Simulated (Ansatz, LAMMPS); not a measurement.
**Glassy 77SiO2-13Al2O3-5Na2O-5K2O (mol %) (127 atoms) in motion**

Aim: follow glassy 77SiO2-13Al2O3-5Na2O-5K2O (mol %) (127 atoms) for a short time with forces from DFT, then look at structure and electrons in the last frame.

Program: Ansatz 0.2.0. Level of theory: Kohn-Sham DFT, PBE, PAW (set soft_2), plane waves. Results are calculated unless marked as measured.

## (1) The structure

The cell holds 127 atoms: 30 Si, 10 Al, 4 Na, 4 K and 79 O. Its edges and angles: a = 11.970 Å, b = 11.970 Å, c = 11.970 Å, α = 90.0°, β = 90.0°, γ = 90.0°. 127 atoms (30 Si, 10 Al, 4 Na, 4 K, 79 O) placed at random at 2.41 g/cm³, melted at 4000 K for 10 ps at fixed volume with the Morse and Coulomb pair potential with partial charges (Pedone, Malavasi, Menziani, Cormack and Segre, J. Phys. Chem. B 110, 11780 (2006)). Quenched from 4000 K to 300 K at 500 K/ps and fixed volume, held 10 ps at zero pressure, then minimised at fixed cell.

Limits known from the start: The quench rate of 500 K/ps is orders of magnitude faster than experiment, which tends to freeze in extra defects. The starting topology of bonds comes from the classical model, and needn't be the one that DFT or experiment would give. Only the Γ point is sampled, in a cell whose shortest periodic width is 12 Å.

## (2) Dynamics at 600 K

A Nosé–Hoover thermostat steers the temperature while disturbing the dynamics little. The time step is 1.0 fs.

File input.yaml:

```yaml
crystal:
  lattice:
    - [11.96999, 0.0, 0.0]
    - [0.0, 11.96999, 0.0]
    - [0.0, 0.0, 11.96999]
  atoms:
    - { symbol: Si, position: [0.62824, 0.79332, 0.333] }
    - { symbol: Si, position: [0.89574, 0.39599, 0.66279] }
    - { symbol: Si, position: [0.25098, 0.37411, 0.52881] }
    - { symbol: Si, position: [0.58494, 0.10559, 0.89909] }
    [... 117 atom lines left out ...]
    - { symbol: O, position: [0.54038, 0.09827, 0.77524] }
    - { symbol: O, position: [0.2428, 0.44982, 0.82624] }
    - { symbol: O, position: [0.69566, 0.19707, 0.43639] }
    - { symbol: O, position: [0.75008, 0.83556, 0.97006] }
    - { symbol: O, position: [0.48807, 0.11035, 0.55697] }
    - { symbol: O, position: [0.60148, 0.387, 0.79068] }
kpoints:
  mp_grid: { grid: [1, 1, 1] }
hamiltonian:
  xc: pbe
scf:
  occupations: { method: fermi_dirac, width: 0.05 }
output:
  forces: true
md:
  timestep: 1.0
  n_steps: 114
  ensemble: nvt_nose_hoover
  temperature: 600
  initial_velocities: maxwell_boltzmann
  seed: 1618
```

Started as:

```
ansatz run input.yaml --threads 4 --pin off --max-ram 8192MiB --backend cpu --events-out ev --progress --plain --runs-dir out
```

Run time: 18 min. Hardware: 4 threads of AMD EPYC 7R43, shared host; peak memory 2.7 GiB.

The program notes that it switched symmetry off.

The trajectory, sampled:

| time (fs) | T (K) | potential (meV/atom) | conserved (meV/atom) |
| --- | --- | --- | --- |
| 0.0 | 600 | 0.0 | 0.00 |
| 8.0 | 455 | 18.8 | 0.15 |
| 15.0 | 527 | 9.6 | 0.04 |
| 23.0 | 409 | 25.0 | 0.11 |
| 30.0 | 355 | 32.4 | 0.11 |
| 38.0 | 391 | 28.4 | 0.12 |
| 46.0 | 512 | 13.8 | 0.07 |
| 53.0 | 520 | 14.1 | 0.10 |
| 61.0 | 514 | 16.2 | 0.10 |
| 68.0 | 517 | 16.9 | 0.10 |
| 76.0 | 519 | 18.0 | 0.09 |
| 84.0 | 533 | 17.4 | 0.11 |
| 91.0 | 566 | 14.3 | 0.07 |
| 99.0 | 450 | 30.1 | 0.13 |
| 106.0 | 476 | 27.6 | 0.11 |
| 114.0 | 529 | 21.7 | 0.10 |

Mean square displacement from the first frame to the last: Si 0.055 Å², Al 0.064 Å², Na 0.25 Å², K 0.29 Å², O 0.095 Å².

Table of mean square displacement by time lag:

| time lag (fs) | Al (Å²) | K (Å²) | Na (Å²) | O (Å²) | Si (Å²) |
| --- | --- | --- | --- | --- | --- |
| 1.0 | 4.7e-5 | 3.5e-5 | 3.5e-5 | 7.6e-5 | 4.2e-5 |
| 3.0 | 4.2e-4 | 3.2e-4 | 3.2e-4 | 6.8e-4 | 3.7e-4 |
| 5.0 | 0.00113 | 8.8e-4 | 8.8e-4 | 0.00186 | 0.00101 |
| 8.0 | 0.00279 | 0.00224 | 0.00224 | 0.00458 | 0.00246 |
| 10.0 | 0.00421 | 0.00349 | 0.00348 | 0.00693 | 0.00366 |
| 12.0 | 0.00584 | 0.00502 | 0.00498 | 0.00961 | 0.00499 |
| 15.0 | 0.00852 | 0.00780 | 0.00771 | 0.0140 | 0.00710 |
| 17.0 | 0.0104 | 0.00998 | 0.00984 | 0.0171 | 0.00851 |
| 19.0 | 0.0123 | 0.0124 | 0.0122 | 0.0203 | 0.00987 |
| 22.0 | 0.0151 | 0.0165 | 0.0162 | 0.0250 | 0.0118 |
| 24.0 | 0.0168 | 0.0196 | 0.0191 | 0.0280 | 0.0130 |
| 26.0 | 0.0184 | 0.0229 | 0.0222 | 0.0310 | 0.0140 |
| 29.0 | 0.0206 | 0.0282 | 0.0273 | 0.0354 | 0.0155 |
| 31.0 | 0.0218 | 0.0320 | 0.0309 | 0.0382 | 0.0164 |
| 33.0 | 0.0229 | 0.0360 | 0.0347 | 0.0409 | 0.0173 |
| 36.0 | 0.0242 | 0.0424 | 0.0407 | 0.0450 | 0.0185 |
| 38.0 | 0.0248 | 0.0469 | 0.0450 | 0.0476 | 0.0193 |
| 40.0 | 0.0254 | 0.0516 | 0.0494 | 0.0501 | 0.0201 |
| 43.0 | 0.0261 | 0.0588 | 0.0564 | 0.0538 | 0.0213 |
| 45.0 | 0.0265 | 0.0639 | 0.0612 | 0.0561 | 0.0222 |
| 47.0 | 0.0268 | 0.0691 | 0.0662 | 0.0583 | 0.0231 |
| 50.0 | 0.0273 | 0.0771 | 0.0740 | 0.0614 | 0.0244 |
| 52.0 | 0.0277 | 0.0826 | 0.0794 | 0.0633 | 0.0253 |
| 54.0 | 0.0282 | 0.0883 | 0.0848 | 0.0651 | 0.0263 |
| 57.0 | 0.0291 | 0.0969 | 0.0932 | 0.0677 | 0.0277 |

Over the second half of 114 fs the temperature averages 512 K with swings of 32 K r.m.s. The conserved energy stays within 0.16 meV/atom. From first frame to last K has the largest mean square displacement, 0.29 Å² at the end; the farthest move is 0.94 Å. The run spans 0.11 ps, too short for its means to be equilibrium values.

## (3) Local order late in the run

The g(r) is a mean over the second half; what follows it is taken at the last frame.

Density 2.54 g/cm³, 13.50 Å³ an atom.

Mean of 16 frames. Pair distribution functions g(r), in bins of 0.2 Å:

| r (Å) | total | O-O | O-Si | O-Al | O-K | O-Na | Si-Si |
| --- | --- | --- | --- | --- | --- | --- | --- |
| 1.50 | 0.83 | 0.00 | 2.83 | 0.02 | 0.00 | 0.00 | 0.00 |
| 1.70 | 3.64 | 0.00 | 10.00 | 7.06 | 0.00 | 0.00 | 0.00 |
| 1.90 | 0.37 | 0.00 | 0.03 | 3.66 | 0.00 | 0.00 | 0.00 |
| 2.10 | 0.05 | 0.00 | 0.00 | 0.21 | 0.00 | 0.68 | 0.00 |
| 2.30 | 0.11 | 0.06 | 0.00 | 0.02 | 0.10 | 1.98 | 0.00 |
| 2.50 | 0.85 | 1.84 | 0.00 | 0.03 | 0.86 | 2.25 | 0.00 |
| 2.70 | 1.69 | 3.88 | 0.06 | 0.10 | 2.20 | 1.32 | 0.14 |
| 2.90 | 0.96 | 1.44 | 0.10 | 0.24 | 1.75 | 1.00 | 2.33 |
| 3.10 | 0.88 | 0.67 | 0.36 | 0.53 | 0.91 | 0.71 | 3.94 |
| 3.30 | 0.86 | 0.65 | 0.75 | 0.58 | 0.97 | 1.46 | 0.77 |
| 3.50 | 0.85 | 0.67 | 1.06 | 0.93 | 1.13 | 0.84 | 0.00 |
| 3.70 | 0.93 | 0.63 | 1.42 | 1.12 | 0.65 | 0.53 | 0.28 |
| 3.90 | 1.04 | 0.70 | 1.46 | 1.55 | 1.06 | 0.61 | 0.40 |
| 4.10 | 1.23 | 0.74 | 1.98 | 1.91 | 0.87 | 1.05 | 0.41 |
| 4.30 | 1.16 | 0.76 | 1.62 | 1.69 | 0.95 | 1.54 | 0.89 |
| 4.50 | 0.98 | 0.94 | 0.89 | 1.18 | 1.34 | 1.48 | 1.32 |
| 4.70 | 1.02 | 1.23 | 0.62 | 0.89 | 0.97 | 1.38 | 1.62 |
| 4.90 | 1.03 | 1.33 | 0.63 | 0.68 | 0.98 | 1.14 | 1.56 |
| 5.10 | 1.06 | 1.48 | 0.66 | 0.63 | 1.11 | 0.94 | 1.07 |
| 5.30 | 1.02 | 1.22 | 0.84 | 0.63 | 1.25 | 0.95 | 1.03 |
| 5.50 | 0.98 | 1.06 | 0.89 | 0.89 | 1.04 | 0.73 | 1.00 |
| 5.70 | 0.89 | 0.88 | 0.91 | 0.93 | 0.93 | 0.72 | 0.83 |
| 5.90 | 0.95 | 0.82 | 1.10 | 1.25 | 1.10 | 0.73 | 0.69 |

Bonds by pair of elements; cutoffs follow the first minimum of g(r), held within bounds set by covalent radii, and pairs that aren't listed don't count as bonded:

| pair A-B | cutoff (Å) | bonds | mean length (Å) | spread (Å) | shortest (Å) | B about A | A about B |
| --- | --- | --- | --- | --- | --- | --- | --- |
| O-Si | 2.12 | 120 | 1.64 | 0.044 | 1.51 | 1.52 | 4 |
| O-Al | 2.43 | 41 | 1.81 | 0.1 | 1.66 | 0.519 | 4.1 |
| O-K | 3.23 | 20 | 2.81 | 0.174 | 2.40 | 0.253 | 5 |
| O-Na | 3.02 | 23 | 2.57 | 0.231 | 2.23 | 0.291 | 5.75 |

The cutoffs for O-K and O-Na fall short of the minimum of g(r), so counts run low and odd coordinations can be artefacts.

How many atoms have how many bonded neighbours:

| element | mean | 2 | 3 | 4 | 5 | 6 | 7 |
| --- | --- | --- | --- | --- | --- | --- | --- |
| Al | 4.1 | 0 | 0 | 9 | 1 | 0 | 0 |
| K | 5 | 0 | 1 | 0 | 2 | 0 | 1 |
| Na | 5.75 | 0 | 0 | 0 | 1 | 3 | 0 |
| O | 2.58 | 37 | 38 | 4 | 0 | 0 | 0 |
| Si | 4 | 0 | 0 | 30 | 0 | 0 | 0 |

Bond angles, per cent of each kind in bins of 5°:

| angle (°) | O-Si-O | O-Al-O | O-Na-O | Si-O-Si | O-K-O |
| --- | --- | --- | --- | --- | --- |
| 50–55 | 0.0 | 0.0 | 1.8 | 0.0 | 13.6 |
| 55–60 | 0.0 | 0.0 | 5.5 | 0.0 | 4.5 |
| 60–65 | 0.0 | 0.0 | 10.9 | 0.0 | 2.3 |
| 65–70 | 0.0 | 0.0 | 3.6 | 0.0 | 0.0 |
| 70–75 | 0.0 | 0.0 | 7.3 | 0.0 | 2.3 |
| 75–80 | 0.0 | 4.7 | 3.6 | 0.0 | 2.3 |
| 80–85 | 0.0 | 0.0 | 5.5 | 0.0 | 4.5 |
| 85–90 | 0.0 | 1.6 | 5.5 | 0.0 | 2.3 |
| 90–95 | 2.2 | 7.8 | 5.5 | 0.0 | 9.1 |
| 95–100 | 6.7 | 12.5 | 1.8 | 0.0 | 4.5 |
| 100–105 | 18.9 | 14.1 | 3.6 | 0.0 | 4.5 |
| 105–110 | 20.6 | 20.3 | 10.9 | 0.0 | 15.9 |
| 110–115 | 30.6 | 12.5 | 3.6 | 0.0 | 2.3 |
| 115–120 | 15.6 | 4.7 | 3.6 | 6.8 | 4.5 |
| 120–125 | 3.3 | 9.4 | 5.5 | 15.9 | 4.5 |
| 125–130 | 2.2 | 7.8 | 1.8 | 11.4 | 0.0 |
| 130–135 | 0.0 | 1.6 | 3.6 | 20.5 | 2.3 |
| 135–140 | 0.0 | 0.0 | 1.8 | 9.1 | 6.8 |
| 140–145 | 0.0 | 0.0 | 5.5 | 13.6 | 4.5 |
| 145–150 | 0.0 | 1.6 | 3.6 | 13.6 | 2.3 |
| 150–155 | 0.0 | 0.0 | 1.8 | 2.3 | 2.3 |
| 155–160 | 0.0 | 0.0 | 0.0 | 4.5 | 2.3 |
| 160–165 | 0.0 | 1.6 | 0.0 | 2.3 | 2.3 |
| 165–170 | 0.0 | 0.0 | 1.8 | 0.0 | 0.0 |
| 170–175 | 0.0 | 0.0 | 1.8 | 0.0 | 0.0 |

Bond angles (no mean is given where the spread exceeds 20°):

| angle | count | mean (°) | spread (°) |
| --- | --- | --- | --- |
| O-Si-O | 180 | 109 | 7.2 |
| O-Al-O | 64 | 108 | 14.7 |
| O-Na-O | 55 | - | - |
| Si-O-Si | 44 | 135 | 11.4 |
| O-K-O | 44 | - | - |

Oxygen atoms by the number of network formers (Si, P, Ge, B, Al, As, Ga) bound to them:

| network formers bound to O | O atoms | per cent |
| --- | --- | --- |
| 0 | 0 | 0 |
| 1 | 3 | 3.8 |
| 2 | 70 | 88.6 |
| 3 | 6 | 7.6 |

Network units: each former by its oxygen neighbours and how many of them bridge to another former:

| former | O neighbours | bridging O | atoms |
| --- | --- | --- | --- |
| Si | 4 | 3 | 2 |
| Si | 4 | 4 | 28 |
| Al | 4 | 3 | 1 |
| Al | 4 | 4 | 8 |
| Al | 5 | 5 | 1 |

Bond length by coordination (bonds to H left out):

| element | coordination | atoms | mean bond length (Å) |
| --- | --- | --- | --- |
| Al | 4 | 9 | 1.79 |
| Al | 5 | 1 | 1.94 |
| K | 3 | 1 | 2.84 |
| K | 5 | 2 | 2.78 |
| K | 7 | 1 | 2.83 |
| Na | 5 | 1 | 2.63 |
| Na | 6 | 3 | 2.55 |
| O | 2 | 37 | 1.66 |
| O | 3 | 38 | 2.00 |
| O | 4 | 4 | 2.21 |

Rings of the network by King's shortest-path rule, up to 12 atoms, one path for each pair of neighbours; H, halogens, alkali and alkaline-earth atoms are left out, and the last column divides by all other atoms, bonded or not:

| ring size (atoms) | rings | per network atom |
| --- | --- | --- |
| 4 | 3 | 0.025 |
| 6 | 4 | 0.034 |
| 8 | 10 | 0.084 |
| 10 | 24 | 0.202 |
| 12 | 22 | 0.185 |

For some of the pairs, g(r) has its first main peak near 2.7 Å (O-O), 1.6 Å (O-Si), 1.8 Å (O-Al), 2.8 Å (O-K), 2.4 Å (O-Na) and 3.0 Å (Si-Si). The O-Si-O angle averages 109° with a spread of 7°. 89 % of the oxygens bridge two formers (Si and Al) and 4 % are non-bridging; 8 % join three. The commonest Si unit has 4 oxygens, 4 of them shared with other formers (28 of 30 atoms). Rings of 10 atoms are the most common (38 % of those counted); sizes run from 4 to 12, where the search stops.

## (4) Single point at the last frame

The last frame is solved once more, with the analyses that the dynamics left out.

File input.yaml:

```yaml
crystal:
  lattice:
    - [11.96999, 0.0, 0.0]
    - [0.0, 11.96999, 0.0]
    - [0.0, 0.0, 11.96999]
  atoms:
    - { symbol: Si, position: [0.61346, 0.78104, 0.3301] }
    - { symbol: Si, position: [0.90845, 0.3978, 0.65521] }
    - { symbol: Si, position: [0.24964, 0.37492, 0.52804] }
    - { symbol: Si, position: [0.56936, 0.10478, 0.9087] }
    [... 117 atom lines left out ...]
    - { symbol: O, position: [0.54097, 0.11288, 0.78299] }
    - { symbol: O, position: [0.22185, 0.43832, 0.82073] }
    - { symbol: O, position: [0.69458, 0.20012, 0.41738] }
    - { symbol: O, position: [0.72926, 0.86776, 0.96537] }
    - { symbol: O, position: [0.5021, 0.1083, 0.55953] }
    - { symbol: O, position: [0.60276, 0.38267, 0.78333] }
kpoints:
  mp_grid: { grid: [1, 1, 1] }
hamiltonian:
  xc: pbe
scf:
  occupations: { method: fermi_dirac, width: 0.05 }
output:
  forces: true
  stress: true
  populations: true
  dos:
    method: { smearing: { sigma: 0.1 } }
    de: 0.1
    projected: { site_lists: { Al: [Al], K: [K], Na: [Na], O: [O], Si: [Si] } }
  eigenvalues: true
  write_density: true
  write_potential: true
  volumetric_format: npy
```

Wall time 29 s (4 threads); peak memory 2.5 GiB; 1.9 min of CPU time.

Numbers from this run:

| Quantity | Value |
| --- | --- |
| free energy | -81509.0837 eV |
| free energy per atom | -641.8038 eV/atom |
| SCF cycles | 10 |
| pressure | 1.196 GPa |
| r.m.s. force component | 1.051 eV/Å |
| longest force | 4.508 eV/Å |
| Fermi energy | 6.07 eV |
| gap (highest filled to lowest empty level) | 2.235 eV |
| spilling of the projection | 0.01153 |

Length of the force by element:

| element | coordination | atoms | mean length of the force (eV/Å) | spread | least | most |
| --- | --- | --- | --- | --- | --- | --- |
| Al | all | 10 | 1.43 | 0.738 | 0.409 | 2.59 |
| K | all | 4 | 0.529 | 0.407 | 0.115 | 1.16 |
| Na | all | 4 | 0.462 | 0.199 | 0.147 | 0.688 |
| O | all | 79 | 1.48 | 0.815 | 0.247 | 4.12 |
| Si | all | 30 | 2.16 | 0.969 | 0.678 | 4.51 |

Löwdin charges by element (they lack the spilled electrons, 0.063 e an atom on average):

| element | coordination | atoms | mean charge (e) | spread | least | most |
| --- | --- | --- | --- | --- | --- | --- |
| Al | all | 10 | 1.35 | 0.0394 | 1.24 | 1.39 |
| K | all | 4 | 0.886 | 0.0033 | 0.882 | 0.889 |
| Na | all | 4 | 0.820 | 0.0135 | 0.804 | 0.840 |
| O | all | 79 | -0.809 | 0.0473 | -1.02 | -0.741 |
| Si | all | 30 | 1.72 | 0.0248 | 1.64 | 1.76 |

States in the cell by windows of 1 eV, zero at the Fermi level; the larger projections on atomic orbitals stand beside the total:

| from (eV) | to (eV) | total | O p | Si p |
| --- | --- | --- | --- | --- |
| -10 | -9 | 26.9 | 19.7 | 3.5 |
| -9 | -8 | 43.4 | 33.2 | 6.7 |
| -8 | -7 | 49.4 | 38.8 | 5.4 |
| -7 | -6 | 65.7 | 55.7 | 4.2 |
| -6 | -5 | 83.6 | 76.0 | 2.5 |
| -5 | -4 | 89.8 | 84.4 | 1.7 |
| -4 | -3 | 57.4 | 54.7 | 0.8 |
| -3 | -2 | 13.3 | 12.6 | 0.2 |
| -2 | -1 | 3.7 | 3.4 | 0.0 |
| -1 | 0 | 0.3 | 0.3 | 0.0 |
| 0 | 1 | 0.0 | 0.0 | 0.0 |
| 1 | 2 | 2.0 | 0.1 | 0.0 |
| 2 | 3 | 11.6 | 1.6 | 1.4 |
| 3 | 4 | 19.8 | 2.7 | 4.1 |
| 4 | 5 | 44.1 | 5.2 | 13.2 |

Between -26 and -10 eV lie 246 more states.

The levels nearest the highest filled one (over half full), pooled over k-points and spins:

| level less the highest filled one (eV) | occupation |
| --- | --- |
| -1.70 | 2 |
| -1.65 | 2 |
| -1.59 | 2 |
| -1.44 | 2 |
| -0.151 | 2 |
| 0 | 2 |
| 2.23 | 0 |
| 3.37 | 0 |
| 3.59 | 0 |
| 3.69 | 0 |
| 3.87 | 0 |
| 3.91 | 0 |

Mean Löwdin charges: Al +1.35, K +0.89, Na +0.82, O -0.81, Si +1.72 e (they miss 1.2 % of the electrons, so they add up to more than the cell's charge).

## (5) Summary of results

```json
{
  "mean temperature, second half": "511.7 K",
  "temperature swing, second half": "32.29 K",
  "slope of the conserved energy against time, by least squares": "0.17 meV/atom/ps",
  "free energy per atom": "-641.8038 eV/atom",
  "pressure": "1.196 GPa",
  "r.m.s. force component": "1.051 eV/Å",
  "gap (highest filled to lowest empty level)": "2.235 eV",
  "wall time of the 2 DFT runs": "19 min"
}
```

In words: Over the second half of 114 fs the temperature averages 512 K with swings of 32 K r.m.s. The conserved energy stays within 0.16 meV/atom. The run spans 0.11 ps, too short for its means to be equilibrium values. 89 % of the oxygens bridge two formers (Si and Al) and 4 % are non-bridging; 8 % join three. Between filled and empty levels lie 2.23 eV (at Γ alone); a semilocal functional tends to put such gaps too low. In a disordered cell it changes from sample to sample, and tail or defect levels can set it.

What to keep in mind: The pressure of a single frame lacks the kinetic term, about 0.52 GPa here.

[Logs are printed without paths, hosts, clocks, repeated set-up lines and the standing remarks that a program may print on its own settings, such as how far it seeks lower states.]

[Hosts, paths, dates, database ids (printed as entryN), source tags and the programs' standing remarks are cut or masked in the printed files.]
